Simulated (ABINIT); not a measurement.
# Ca2H6Os (Fm-3m): G0W0 with and without spin-orbit coupling, part 2 of 2

Wanted: the effect of spin-orbit coupling on the quasiparticle gap of Ca2H6Os (Fm-3m).

ABINIT 10.8.3; PBEsol and many-body steps on it, plane waves. Known limits of the many-body steps: not at the basis limit; screening head approximate; no spin polarisation; d states lean on the start; no spin-orbit coupling in some runs; coarse k mesh.

So far. Step 4 (Scalar-relativistic): The gap on the mesh goes from 2.60 eV to 3.83 eV, a correction of +1.23 eV. Step 5 (Empty states on the mesh, 2×2×2 mesh, 146 bands): On this mesh the gap is 2.451 eV.

**7. With spin-orbit coupling**

This step: G0W0 on PBEsol with spin-orbit coupling, plane waves, norm-conserving pseudopotentials.

Input file run.abi:

```
acell 3*1.0 Angstrom
rprim 
  0.000000000000 3.614821300000 3.614821300000
  3.614821300000 0.000000000000 3.614821300000
  3.614821300000 3.614821300000 0.000000000000
ntypat 3
znucl 20 1 76
natom 9
typat 1 1 2 2 2 2 2 2 3
xred 
  0.250000000000 0.250000000000 0.250000000000
  0.750000000000 0.750000000000 0.750000000000
  0.762819760000 0.237180240000 0.237180240000
  0.237180240000 0.762819760000 0.762819760000
  0.237180240000 0.762819760000 0.237180240000
  0.762819760000 0.237180240000 0.762819760000
  0.237180240000 0.237180240000 0.762819760000
  0.762819760000 0.762819760000 0.237180240000
  0.000000000000 0.000000000000 0.000000000000
pp_dirpath "pseudos"
pseudos "Ca.upf, H.upf, Os.upf"
ecut 33
nspinor 2
ngkpt 2 2 2
nshiftk 1
shiftk 0 0 0
kptopt 1
chksymbreak 0
istwfk *1
occopt 1
irdwfk 1
optdriver 4
nband 134
gwcalctyp 0
ecutsigx 33
symsigma 0
nkptgw 2
kptgw 
  0.5000000000 0.5000000000 0.0000000000
  0.0000000000 0.0000000000 0.0000000000
bdgw 
  39 46
  37 46
ecuteps 3.6
irdscr 1
ppmodel 1
indata_prefix "in"
outdata_prefix "out"
tmpdata_prefix "tmp"
```

Run with:

```
OMP_NUM_THREADS=1 mpirun -n 4 abinit run.abi > log
```

Numbers of over 12 decimals in the logs are rounded to 6 here.

Log:

```text
.Version 10.8.3 of ABINIT. v10.8.2 released Aug 2026.

 Symmetries : space group Fm -3 m (#225); Bravais cF (face-center cubic)
[... echo of the input left out ...]
== DATASET  1 ==================================================================
-   mpi_nproc: 4, omp_nthreads: 1 (-1 if OMP is not activated)

--- !DatasetInfo
iteration_state: {dtset: 1, }
dimensions: {natom: 9, nkpt: 3, mband: 134, nsppol: 1, nspinor: 2, nspden: 1, mpw: 5817, }
cutoff_energies: {ecut:  33.0, pawecutdg:  -1.0, }
electrons: {nelect:   4.20000000E+01, charge:   0.00000000E+00, occopt:   1.00000000E+00, tsmear:   1.00000000E-02, }

 SIGMA: Calculation of the GW corrections

 Based on a program developped by R.W. Godby, V. Olevano, G. Onida, and L. Reining.
 Incorporated in ABINIT by V. Olevano, G.-M. Rignanese, and M. Torrent.
.Using double precision arithmetic ; gwpc =  8

[... cell and pseudopotentials left out ...]
--------------------------------------------------------------------------------

 ==== K-mesh for the wavefunctions ====
 Number of points in the irreducible wedge :     3
[... list of points left out ...]
 Together with 48 symmetry operations and time-reversal symmetry
 yields     8 points in the full Brillouin Zone.

 ==== Q-mesh for screening function ====
 Number of points in the irreducible wedge :     3
[... list of points left out ...]
 Together with 48 symmetry operations and time-reversal symmetry
 yields     8 points in the full Brillouin Zone.

 vcoul_init : cutoff-mode = AUXILIARY_FUNCTION
 q-points for optical limit:   1
     1)      0.000010    0.000020    0.000030
 setmesh: FFT mesh size selected  =    50x   50x   50
          total number of points  =       125000

 Number of electrons calculated from density =   42.0000; Expected =   42.0000
[...]
number of omega for Sigma on real axis              0
 max omega for Sigma on real axis  [eV]           0.00
 zcut for avoiding poles [eV]                     0.10

 EPSILON^-1 parameters (SCR file):
 dimension of the eps^-1 matrix on file            181
 dimension of the eps^-1 matrix used               181
 number of plane-waves for wavefunctions          5817
 number of bands                                   134
 number of q-points in IBZ                           3
 number of frequencies                               2
 number of real frequencies                          1
 number of imag frequencies                          1

 matrix elements of self-energy operator (all in [eV])

 Perturbative Calculation

--- !SelfEnergy_ee
iteration_state: {dtset: 1, }
kpoint     : [   0.500,    0.500,    0.000, ]
spin       : 1
KS_gap     :    2.450
QP_gap     :    3.676
Delta_QP_KS:    1.226
data: !SigmaeeData |
     Band     E0 <VxcDFT>   SigX SigC(E0)      Z dSigC/dE  Sig(E)    E-E0       E
       39   4.423 -17.119 -19.785   3.423   0.801  -0.249 -16.513   0.606   5.028
       40   4.423 -17.119 -19.785   3.423   0.801  -0.249 -16.513   0.606   5.028
       41   4.817 -16.702 -19.101   3.149   0.804  -0.243 -16.099   0.603   5.420
[...]
--- !SelfEnergy_ee
iteration_state: {dtset: 1, }
kpoint     : [   0.000,    0.000,    0.000, ]
spin       : 1
KS_gap     :    4.263
QP_gap     :    6.241
Delta_QP_KS:    1.978
data: !SigmaeeData |
     Band     E0 <VxcDFT>   SigX SigC(E0)      Z dSigC/dE  Sig(E)    E-E0       E
[...]
45   9.004 -14.709  -8.036  -3.697   0.826  -0.211 -12.252   2.457  11.461
       46   9.004 -14.709  -8.035  -3.697   0.826  -0.211 -12.252   2.457  11.461

== END DATASET(S) ==============================================================
================================================================================

 -outvars: echo values of variables after computation  --------
           etotal      0.0000000000E+00
            nband         134
             nkpt           3
          spgroup         225
 [... the other variables as echoed above ...]

 Calculation completed.
```

Run time: 17 s. Hardware: 4 MPI ranks of AMD EPYC 9R45 (Zen 5), shared host; peak memory 1.4 GiB.

Numbers from this step:

| Item | Value |
| --- | --- |
| G0W0 gap on the points computed | 3.677 eV |
| starting gap on the mesh | 2.451 eV |
| k of the valence top | 0.5, 0.5, 0 |
| k of the conduction bottom | 0.5, 0.5, 0 |
| Z at the valence top | 0.804 |
| Z at the conduction bottom | 0.834 |
| least direct G0W0 gap on the computed points | 3.677 eV |

Against G0W0 in ABINIT (2×2×2 mesh, 67 bands, screening to 98 eV, Godby-Needs plasmon pole), the gap moves by −0.155 eV.

**8. Side by side**

Times are wall times on 4 MPI ranks of AMD EPYC 9R45 (Zen 5), shared host, good to a factor of about two. A run's time includes the screening step that it read.

| run | mesh | bands | screening cutoff (eV) | DFT gap (eV) | gap on the mesh (eV) | direct (eV) | ε∞ used | time |
| --- | --- | --- | --- | --- | --- | --- | --- | --- |
| scalar-relativistic | 2×2×2 | 67 | 98 | 2.604 | 3.832 | 3.832 | 4.74 | 5.9 s |
| with spin-orbit coupling | 2×2×2 | 134 | 98 | 2.451 | 3.677 | 3.677 | 4.73 | 27 s |

**9. What came out**

```
scalar-relativistic      : 3.832 eV
with spin-orbit coupling : 3.677 eV
known limits             : not at the basis limit; screening head approximate; no spin polarisation; d states lean on the start; no spin-orbit coupling in some runs; coarse k mesh
```

With spin-orbit coupling: −0.155 eV against scalar-relativistic, −0.154 eV of it in the start. Bands and cutoff are finite, so the gap is not at the basis limit. The miss can reach some tenths of an eV and take either sign; the mesh is an error of its own. In the first G0W0 run levels were corrected at 2 k points alone, so a gap called «on the mesh» is the least over those, and an edge elsewhere would be missed. The 2×2×2 mesh is coarse for this cell, which bears on the long-range parts of exchange and screening. The long-wavelength limit of the screening leaves out the non-local commutator, which shifts ε∞. The runs have no spin polarisation. For a closed low-spin shell that is the natural state; where a d or f shell is open it is a constraint, and the gap is then not the crystal's own. With d states at the gap, one-shot GW leans hard on its start.

[Paths, hosts, dates, memory and timing lines, banners, echoed tables and standing remarks are left out of the program output.]

[Logs are printed without paths, hosts, clocks, repeated set-up lines and the standing remarks that a program may print on its own settings, such as how far it seeks lower states.]

[Runs of the session that timed out or met a known fault of the program may be left out.]

[No measured gap is set beside runs whose start may be inverted or whose files or cutoffs have a known fault.]

[Hosts, paths, dates, database ids (printed as entryN), source tags and the programs' standing remarks are cut or masked in the printed files.]

[G0W0 gaps are taken among the corrected bands and points alone; a level outside them can change the order at an edge.]

[Where Ansatz stands beside ABINIT at settings called matched, ABINIT's density can come from a denser mesh and the files from another edition; pairs whose starting gaps differed by over 0.03 eV were left out, so agreement reads better than it is.]
